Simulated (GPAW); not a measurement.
# A 7-layer slab of Ir(111): simulated STM images

Wanted: filled- and empty-state images of a 7-layer slab of Ir(111), with its work function.

Method: GPAW, PAW setups; slab in vacuum, relaxation, in the first sound run; inputs show where later runs differ, in GPAW 26.7.0.

Report form: the programs' logs are mostly left out.

### Step 1. Set-up

The cell holds 7 atoms: 7 Ir. Cell: a = 2.715 Å, b = 2.715 Å, c = 31.302 Å, α = 90.0°, β = 90.0°, γ = 60.0°. Vacuum lies along c.

Structure file:

```cif
data_structure
_symmetry_space_group_name_H-M 'P 1'
_symmetry_Int_Tables_number 1
_cell_length_a 2.7153
_cell_length_b 2.7153
_cell_length_c 31.3022
_cell_angle_alpha 90.000
_cell_angle_beta 90.000
_cell_angle_gamma 60.000
_cell_volume 199.87
loop_
_atom_site_label
_atom_site_type_symbol
_atom_site_fract_x
_atom_site_fract_y
_atom_site_fract_z
_atom_site_occupancy
Ir1 Ir 0.00000 0.00000 0.28752 1
Ir2 Ir 0.33333 0.33333 0.35835 1
Ir3 Ir 0.66667 0.66667 0.42917 1
Ir4 Ir 0.00000 0.00000 0.50000 1
Ir5 Ir 0.33333 0.33333 0.57083 1
Ir6 Ir 0.66667 0.66667 0.64165 1
Ir7 Ir 0.00000 0.00000 0.71248 1
```

### Step 2. Relaxation

The atoms are relaxed first, since the surface dipole, and with it the work function, follows the positions of the outer layers. The lowest 3 atoms are held at bulk positions and keep their forces.

File run.py:

```python
import json
import numpy as np
from ase import Atoms
from ase.constraints import FixAtoms
from ase.optimize import BFGS
from gpaw import GPAW, PW

slab = Atoms(
    ['Ir', 'Ir', 'Ir', 'Ir', 'Ir', 'Ir', 'Ir'],
    positions=[
        [0.00000, 0.00000, 9.00000],
        [1.35765, 0.78384, 11.21703],
        [2.71529, 1.56767, 13.43405],
        [0.00000, 0.00000, 15.65108],
        [1.35765, 0.78384, 17.86810],
        [2.71529, 1.56767, 20.08513],
        [0.00000, 0.00000, 22.30215]],
    cell=[[2.71529, 0.0, 0.0], [1.35765, 2.35151, 0.0], [0.0, 0.0, 31.30215]],
    pbc=[True, True, False])

slab.calc = GPAW(mode=PW(400), xc='PBE', kpts={'size': (13, 13, 1), 'gamma': True},
                 occupations={'name': 'fermi-dirac', 'width': 0.1}, nbands='160%',
                 convergence={'density': 1e-05}, maxiter=200,
                 poissonsolver={'dipolelayer': 'xy'},
                 symmetry={'tolerance': 1e-3, 'extra_ids': [1, 1, 1, 0, 0, 0, 0]}, txt='slab.txt')
result = {}
slab.set_constraint(FixAtoms([0, 1, 2]))
path = []
opt = BFGS(slab, maxstep=0.2)
opt.attach(lambda: path.append((slab.get_potential_energy(), slab.positions.tolist(), slab.get_forces().tolist())))
result['relaxed'] = bool(opt.run(fmax=0.03, steps=40))
result['path'] = path
energy = slab.get_potential_energy()
fermi = slab.calc.get_fermi_level()
v = slab.calc.get_electrostatic_potential().mean((0, 1)) - fermi
n = slab.calc.get_pseudo_density().mean((0, 1))
L = slab.cell[2, 2]
z = np.arange(len(v)) * L / len(v)
low, high = slab.positions[:, 2].min(), slab.positions[:, 2].max()
below, above = np.interp([low - 6.8, high + 6.8], z, v)
slopes = [np.interp(x, z, np.gradient(v, z)) for x in (low - 6.8, high + 6.8)]
eps = np.array([[slab.calc.get_eigenvalues(k, s) for k in range(len(slab.calc.get_ibz_k_points()))]
                for s in range(slab.calc.get_number_of_spins())]) - fermi
top, bottom = eps[eps < 0].max(), eps[eps > 0].min()
dipole = slab.get_dipole_moment()[2]
print(f'energy {energy:.4f} eV, Fermi level {fermi:.4f} eV, dipole {dipole:.5f} e A')
print(f'potential 6.8 A off the faces, from the Fermi level: lower {below:.4f} eV, upper {above:.4f} eV')
print(f'slope of the potential there: lower {slopes[0]:.5f}, upper {slopes[1]:.5f} eV/A')
print(f'nearest levels on the mesh: {top:.4f} and {bottom:.4f} eV')
print('magnetic moment', round(slab.get_magnetic_moment(), 3))
result.update(energy=energy, fermi=fermi, dipole=dipole, below=below, above=above, slopes=slopes, edges=[top, bottom],
              z=z.tolist(), v=v.tolist(), n=n.tolist(), positions=slab.positions.tolist(),
              forces=slab.get_forces(apply_constraint=False).tolist(), moments=slab.get_magnetic_moments().tolist())
json.dump(result, open('result.json', 'w'))
```

The run is started by

```sh
OMP_NUM_THREADS=1 OPENBLAS_NUM_THREADS=1 python run.py
```

Run time: 47 min. Hardware: 1 thread of Arm Neoverse V1, shared host; peak memory 0.31 GiB.

Relaxation path:

```csv
step,energy less that of the first step (eV),largest force (eV/Å)
1,0.0000,0.3457
2,-0.0030,0.2624
3,-0.0082,0.1417
4,-0.0087,0.1366
5,-0.0121,0.1295
6,-0.0126,0.1300
7,-0.0151,0.1347
8,-0.0154,0.1043
9,-0.0157,0.0387
10,-0.0157,0.0166
```

The atoms that moved most (Å):

```csv
atom,dx,dy,dz,length
Ir6,0.000,0.000,0.079,0.079
Ir5,0.000,0.000,0.065,0.065
Ir7,0.000,0.000,0.057,0.057
Ir4,0.000,0.000,0.034,0.034
```

Final coordinates:

```xyz
7
Lattice="2.7153 0.0000 0.0000 1.3576 2.3515 0.0000 0.0000 0.0000 31.3022" Properties=species:S:1:pos:R:3
Ir    0.0000    0.0000    9.0000
Ir    1.3576    0.7838   11.2170
Ir    2.7153    1.5677   13.4340
Ir    0.0000    0.0000   15.6851
Ir    1.3576    0.7838   17.9333
Ir    2.7153    1.5677   20.1641
Ir    0.0000    0.0000   22.3587
```

This step gave:

- dipole along the normal: 9.75e-4 e·Å
- levels nearest the Fermi level on the mesh: -0.006945, 0.004334 eV from the Fermi level
- upper work function: 5.486 eV
- lower work function: 5.491 eV

The electrostatic potential energy of an electron (without an applied field's), less the Fermi level, planar mean oscillates, so the rows of the table below give means over windows of 2.24 Å about each position, cut where the curve ends. Its maxima inside the range that stand out by 2 % of the span (Å: eV): 10.1: -1.76, 12.4: -2.04, 14.6: -1.68, 16.8: -1.68, 19.1: -1.88, 21.3: -2.04. Its minima: 9.0: -30.7, 11.2: -31.3, 13.4: -31.4, 15.7: -31.3, 17.9: -31.2, 20.1: -31.3, 22.4: -30.9.

Electrostatic potential energy of an electron (without an applied field's), less the Fermi level, planar mean against z; means over each step:

z (Å), electrostatic potential energy of an electron (without an applied field's), less the Fermi level, planar mean (eV) and a bar from the least value:
```
     1.12        5.5 ##############################
     3.36        5.5 ##############################
     5.60        5.5 ##############################
     7.84       -4.0 ################
    10.08      -14.8 #
    12.32      -15.1 
    14.56      -14.5 #
    16.80      -14.6 #
    19.04      -14.9 
    21.28      -15.2 
    23.52       -4.0 ################
    25.76        5.5 ##############################
    28.00        5.5 ##############################
    30.24        5.5 ##############################
```

The pseudo valence density, planar mean oscillates, so the rows of the table below give means over windows of 2.24 Å about each position, cut where the curve ends. Its maxima inside the range that stand out by 2 % of the span (Å: e/Å³): 8.9: 2.25, 11.3: 2.24, 13.4: 2.28, 15.8: 2.23, 17.9: 2.27, 20.2: 2.25, 22.4: 2.28. Its minima: 10.2: 0.393, 12.4: 0.380, 14.5: 0.368, 16.8: 0.363, 19.0: 0.384, 21.3: 0.396.

Pseudo valence density, planar mean against z; means over each step:

z (Å), pseudo valence density, planar mean (e/Å³) and a bar:
```
     3.36       0.00 
     5.60       0.00 
     7.84       0.49 #############
    10.08       1.07 ##############################
    12.32       1.07 #############################
    14.56       1.04 #############################
    16.80       1.04 #############################
    19.04       1.06 #############################
    21.28       1.09 ##############################
    23.52       0.49 #############
    25.76       0.00 
    28.00       0.00
```

The relaxation lowered the energy of the cell by 0.0157 eV (energies extrapolated to zero smearing; the optimiser's log prints free energies). The largest force left on a free atom is 0.017 eV/Å.

### Step 3. The slab's potential

With the geometry fixed, the planar mean of the potential gives the vacuum level on each side.

This step: GPAW, PAW setups; slab in vacuum (GPAW 26.7.0).

run.py, as its differences from that of step 2:

```diff
@@ -3,4 +3,3 @@
 from ase import Atoms
-from ase.constraints import FixAtoms
-from ase.optimize import BFGS
+from ase.dft.stm import STM
 from gpaw import GPAW, PW
@@ -13,6 +12,6 @@
         [2.71529, 1.56767, 13.43405],
-        [0.00000, 0.00000, 15.65108],
-        [1.35765, 0.78384, 17.86810],
-        [2.71529, 1.56767, 20.08513],
-        [0.00000, 0.00000, 22.30215]],
+        [0.00000, -0.00000, 15.68512],
+        [1.35765, 0.78384, 17.93334],
+        [2.71529, 1.56767, 20.16413],
+        [-0.00000, -0.00000, 22.35867]],
     cell=[[2.71529, 0.0, 0.0], [1.35765, 2.35151, 0.0], [0.0, 0.0, 31.30215]],
@@ -24,10 +23,4 @@
                  poissonsolver={'dipolelayer': 'xy'},
-                 symmetry={'tolerance': 1e-3, 'extra_ids': [1, 1, 1, 0, 0, 0, 0]}, txt='slab.txt')
+                 symmetry={'tolerance': 1e-3}, txt='slab.txt')
 result = {}
-slab.set_constraint(FixAtoms([0, 1, 2]))
-path = []
-opt = BFGS(slab, maxstep=0.2)
-opt.attach(lambda: path.append((slab.get_potential_energy(), slab.positions.tolist(), slab.get_forces().tolist())))
-result['relaxed'] = bool(opt.run(fmax=0.03, steps=40))
-result['path'] = path
 energy = slab.get_potential_energy()
@@ -53,2 +46,16 @@
               forces=slab.get_forces(apply_constraint=False).tolist(), moments=slab.get_magnetic_moments().tolist())
+
+# Images need the states of the whole zone, up to time reversal
+slab.calc = slab.calc.fixed_density(symmetry={'point_group': False}, txt='states.txt', nbands='250%',
+                                    convergence={'bands': 'CBM+1.3'})
+stm = STM(slab)
+result['stm'] = []
+for bias in [-1.0, 1.0]:
+    height = high + 3.5
+    current = stm.get_averaged_current(bias, height)
+    x, y, h = stm.scan(bias, current)
+    i, f = divmod(height / L * stm.ldos.shape[2], 1)
+    I = abs((1 - f) * stm.ldos[:, :, int(i)] + f * stm.ldos[:, :, int(i) + 1])
+    print(f'bias {bias} V: mean current at 3.5 A {current:.4e}, corrugation {np.ptp(h):.4f} A')
+    result['stm'].append(dict(bias=bias, current=current, h=(h - high).tolist(), I=I.tolist()))
 json.dump(result, open('result.json', 'w'))
```

It took 21 min on 1 thread; peak memory 1.1 GiB.

This step gave:

```yaml
dipole_along_the_normal: 5.26e-4 e·Å
levels_nearest_the_fermi_level_on_the_mesh: -0.006945, 0.004348 eV from the Fermi level
upper_work_function: 5.484 eV
corrugation_minus_1: 0.04191 Å
corrugation_1: 0.1278 Å
```

The electrostatic potential energy of an electron (without an applied field's), less the Fermi level, planar mean oscillates, so the rows of the table below give means over windows of 2.24 Å about each position, cut where the curve ends. Its maxima inside the range that stand out by 2 % of the span (Å: eV): 10.1: -1.76, 12.4: -2.04, 14.6: -1.68, 16.8: -1.68, 19.1: -1.88, 21.3: -2.04. Its minima: 9.0: -30.7, 11.2: -31.3, 13.4: -31.4, 15.7: -31.3, 17.9: -31.2, 20.1: -31.3, 22.4: -30.9.

Electrostatic potential energy of an electron (without an applied field's), less the Fermi level, planar mean against z; means over each step:

```csv
z (Å),"electrostatic potential energy of an electron (without an applied field's), less the Fermi level, planar mean (eV)"
1.12,5.49
3.36,5.49
5.60,5.46
7.84,-3.96
10.08,-14.8
12.32,-15.1
14.56,-14.5
16.80,-14.6
19.04,-14.9
21.28,-15.2
23.52,-3.97
25.76,5.46
28.00,5.48
30.24,5.48
```

The pseudo valence density, planar mean oscillates, so the rows of the table below give means over windows of 2.24 Å about each position, cut where the curve ends. Its maxima inside the range that stand out by 2 % of the span (Å: e/Å³): 8.9: 2.25, 11.3: 2.24, 13.4: 2.28, 15.8: 2.23, 17.9: 2.27, 20.2: 2.25, 22.4: 2.28. Its minima: 10.2: 0.393, 12.4: 0.380, 14.5: 0.368, 16.8: 0.363, 19.0: 0.384, 21.3: 0.396.

The pseudo valence density, planar mean by z; means over each step:

```csv
z (Å),"pseudo valence density, planar mean (e/Å³)"
3.36,2.6e-6
5.60,0.00116
7.84,0.485
10.08,1.07
12.32,1.07
14.56,1.04
16.80,1.04
19.04,1.06
21.28,1.09
23.52,0.487
25.76,0.00116
28.00,2.3e-6
```

Tip height over the top atom over a1 and a2. Sample bias -1 V, constant current at the mean current 3.5 Å over the top atom.

Ten even steps from '0' (3.484 Å) to '9' (3.526 Å):
```
99975320023579
89876421012467
67765421001245
55655321000123
34444321000012
12232210000000
11111111011110
11100011122222
32100001233443
54210001245565
65431001345677
87642111246789
99754211245799
99865311135689
```
Columns: a1 from 0 to 0.929; rows upwards: a2 from 0 to 0.929.

Local density of states summed over the bias window over a1 and a2. Sample bias -1 V, constant height 3.5 Å over the top atom.

Values in units of 1e-5 arbitrary, 14 rows by 14 columns:
```
6.7 6.7 6.6 6.5 6.4 6.3 6.2 6.1 6.1 6.2 6.3 6.4 6.5 6.6
6.6 6.6 6.6 6.5 6.4 6.3 6.2 6.1 6.1 6.1 6.2 6.3 6.4 6.5
6.5 6.5 6.5 6.5 6.4 6.3 6.2 6.1 6.1 6.1 6.1 6.2 6.3 6.4
6.3 6.4 6.4 6.4 6.3 6.3 6.2 6.1 6.1 6.0 6.1 6.1 6.2 6.3
6.2 6.3 6.3 6.3 6.3 6.2 6.2 6.1 6.1 6.0 6.0 6.1 6.1 6.2
6.1 6.2 6.2 6.2 6.2 6.2 6.1 6.1 6.1 6.1 6.1 6.1 6.1 6.1
6.1 6.1 6.1 6.1 6.1 6.1 6.1 6.1 6.1 6.1 6.1 6.1 6.1 6.1
6.1 6.1 6.1 6.1 6.1 6.1 6.1 6.1 6.1 6.2 6.2 6.2 6.2 6.2
6.2 6.2 6.1 6.1 6.0 6.0 6.1 6.1 6.2 6.2 6.3 6.3 6.3 6.3
6.3 6.3 6.2 6.1 6.1 6.0 6.1 6.1 6.2 6.3 6.3 6.4 6.4 6.4
6.5 6.4 6.3 6.2 6.1 6.1 6.1 6.1 6.2 6.3 6.4 6.5 6.5 6.5
6.6 6.5 6.4 6.3 6.2 6.1 6.1 6.1 6.2 6.3 6.4 6.5 6.6 6.6
6.7 6.6 6.5 6.4 6.3 6.2 6.1 6.1 6.2 6.3 6.4 6.5 6.6 6.7
6.7 6.7 6.6 6.5 6.3 6.2 6.1 6.1 6.1 6.2 6.3 6.5 6.6 6.7
```
Columns: a1 from 0 to 0.929; rows upwards: a2 from 0 to 0.929.

Tip height over the top atom over a1 and a2. Sample bias 1 V, constant current at the mean current 3.5 Å over the top atom.

Values in Å, 14 rows by 14 columns:
```
3.57 3.57 3.56 3.55 3.53 3.50 3.48 3.46 3.46 3.48 3.50 3.53 3.55 3.56
3.56 3.56 3.56 3.55 3.53 3.51 3.48 3.46 3.46 3.46 3.48 3.51 3.53 3.55
3.54 3.55 3.55 3.54 3.53 3.51 3.48 3.46 3.45 3.45 3.46 3.48 3.51 3.53
3.52 3.53 3.53 3.53 3.52 3.50 3.48 3.46 3.45 3.44 3.45 3.46 3.48 3.50
3.49 3.50 3.51 3.51 3.50 3.49 3.48 3.46 3.45 3.44 3.44 3.45 3.46 3.48
3.47 3.48 3.48 3.49 3.48 3.48 3.47 3.46 3.46 3.45 3.45 3.45 3.46 3.46
3.46 3.46 3.46 3.47 3.47 3.46 3.46 3.46 3.46 3.46 3.46 3.46 3.46 3.46
3.47 3.46 3.46 3.45 3.45 3.45 3.46 3.46 3.47 3.48 3.48 3.48 3.48 3.48
3.49 3.48 3.46 3.45 3.44 3.44 3.45 3.46 3.48 3.49 3.50 3.51 3.51 3.50
3.52 3.50 3.48 3.47 3.45 3.44 3.45 3.47 3.48 3.50 3.52 3.53 3.53 3.53
3.54 3.53 3.51 3.49 3.47 3.45 3.45 3.47 3.49 3.51 3.53 3.54 3.55 3.55
3.56 3.55 3.53 3.51 3.48 3.46 3.46 3.46 3.48 3.51 3.53 3.55 3.56 3.56
3.57 3.56 3.55 3.53 3.50 3.48 3.46 3.46 3.48 3.50 3.53 3.55 3.56 3.57
3.57 3.57 3.56 3.54 3.52 3.49 3.47 3.46 3.47 3.49 3.52 3.54 3.56 3.57
```
Columns: a1 from 0 to 0.929; rows upwards: a2 from 0 to 0.929.

Local density of states summed over the bias window over a1 and a2. Sample bias 1 V, constant height 3.5 Å over the top atom.

Values in units of 1e-5 arbitrary, 14 rows by 14 columns:
```
6.0 6.0 5.8 5.6 5.2 4.9 4.7 4.5 4.5 4.7 4.9 5.2 5.6 5.8
5.8 5.8 5.8 5.6 5.3 5.0 4.7 4.5 4.5 4.5 4.7 5.0 5.3 5.6
5.5 5.6 5.6 5.5 5.2 5.0 4.7 4.5 4.4 4.4 4.5 4.7 5.0 5.2
5.1 5.3 5.3 5.3 5.1 4.9 4.7 4.5 4.4 4.4 4.4 4.5 4.7 4.9
4.8 4.9 5.0 5.0 4.9 4.8 4.7 4.5 4.4 4.4 4.4 4.4 4.5 4.7
4.6 4.7 4.7 4.8 4.7 4.7 4.6 4.5 4.5 4.4 4.4 4.4 4.5 4.5
4.5 4.5 4.5 4.5 4.5 4.5 4.5 4.5 4.5 4.5 4.5 4.5 4.5 4.5
4.6 4.5 4.5 4.4 4.4 4.4 4.5 4.5 4.6 4.7 4.7 4.7 4.7 4.7
4.8 4.7 4.5 4.4 4.4 4.4 4.4 4.5 4.7 4.8 4.9 5.0 5.0 4.9
5.1 4.9 4.7 4.5 4.4 4.4 4.4 4.5 4.7 4.9 5.1 5.2 5.3 5.2
5.5 5.3 5.0 4.8 4.5 4.4 4.4 4.5 4.8 5.0 5.3 5.5 5.6 5.6
5.8 5.6 5.3 5.0 4.7 4.5 4.5 4.5 4.7 5.0 5.3 5.6 5.8 5.8
6.0 5.8 5.6 5.3 4.9 4.7 4.5 4.5 4.7 4.9 5.3 5.6 5.8 6.0
6.1 6.0 5.8 5.5 5.1 4.8 4.6 4.5 4.6 4.8 5.1 5.5 5.8 6.0
```
Columns: a1 from 0 to 0.929; rows upwards: a2 from 0 to 0.929.

Force by atom:

```csv
atom,x (eV/Å),y (eV/Å),z (eV/Å),size
Ir1,0.000,0.000,0.206,0.206
Ir2,0.000,0.000,-0.289,0.289
Ir3,0.000,0.000,0.084,0.084
Ir4,0.000,0.000,-0.006,0.006
Ir5,0.000,0.000,0.016,0.016
Ir6,0.000,0.000,-0.014,0.014
Ir7,0.000,0.000,0.004,0.004
```

The potential is flat to 1.8e-4 eV/Å where it is read, so the vacuum is wide enough.

### Step 4. A changed run

One more run, with changed settings.

run.py, as its differences from that of step 3:

```diff
@@ -3,3 +3,2 @@
 from ase import Atoms
-from ase.dft.stm import STM
 from gpaw import GPAW, PW
@@ -17,3 +16,3 @@
     cell=[[2.71529, 0.0, 0.0], [1.35765, 2.35151, 0.0], [0.0, 0.0, 31.30215]],
-    pbc=[True, True, False])
+    pbc=[True, True, True])
 
@@ -21,3 +20,3 @@
                  occupations={'name': 'fermi-dirac', 'width': 0.1}, nbands='160%',
-                 convergence={'density': 1e-05}, maxiter=200,
+                 convergence={'density': 1e-05}, maxiter=75,
                  poissonsolver={'dipolelayer': 'xy'},
@@ -46,16 +45,2 @@
               forces=slab.get_forces(apply_constraint=False).tolist(), moments=slab.get_magnetic_moments().tolist())
-
-# Images need the states of the whole zone, up to time reversal
-slab.calc = slab.calc.fixed_density(symmetry={'point_group': False}, txt='states.txt', nbands='250%',
-                                    convergence={'bands': 'CBM+1.3'})
-stm = STM(slab)
-result['stm'] = []
-for bias in [-1.0, 1.0]:
-    height = high + 3.5
-    current = stm.get_averaged_current(bias, height)
-    x, y, h = stm.scan(bias, current)
-    i, f = divmod(height / L * stm.ldos.shape[2], 1)
-    I = abs((1 - f) * stm.ldos[:, :, int(i)] + f * stm.ldos[:, :, int(i) + 1])
-    print(f'bias {bias} V: mean current at 3.5 A {current:.4e}, corrugation {np.ptp(h):.4f} A')
-    result['stm'].append(dict(bias=bias, current=current, h=(h - high).tolist(), I=I.tolist()))
 json.dump(result, open('result.json', 'w'))
```

Elapsed: 1 s, on 1 thread; peak memory 0.15 GiB.

The program refused the input before any cycle.

The fault put into the input: a dipole layer in a cell that repeats along the normal (pbc_z = true).

### Step 5. Results

* work function, upper and lower face: 5.484 and 5.491 eV
* dipole along the normal: 5.3e-4 e Å, near the numerical noise
* corrugation at -1 V: 0.0419 Å
* corrugation at 1 V: 0.128 Å

**Reading.** The corrugation at constant current is largest at 1 V, where the tip height varies by 0.13 Å over the cell. Negative sample bias images filled states, positive bias empty ones. The measured value for this face is 5.78 eV (as compiled in "Anisotropic work function of elemental crystals", 2019, arxiv:1902.07811); the relaxed upper face lies 0.30 eV under it with PBE. Measured work functions scatter by a tenth of an eV or more between methods. The images are of Tersoff-Hamann type: an s-wave tip, no tip-sample forces, heights closer than in a microscope. The small printed dipole stands for a step of -15 meV from the lower to the upper face, and the probes find -6.2 meV; values this small are near the numerical noise of both. The in-plane lattice was kept as typed, which isn't the functional's own and leaves some strain; spin-orbit coupling and temperature are left out.

[Logs are printed without paths, hosts, clocks, repeated set-up lines and the standing remarks that a program may print on its own settings, such as how far it seeks lower states.]

[Hosts, paths, dates, database ids (printed as entryN), source tags and the programs' standing remarks are cut or masked in the printed files.]
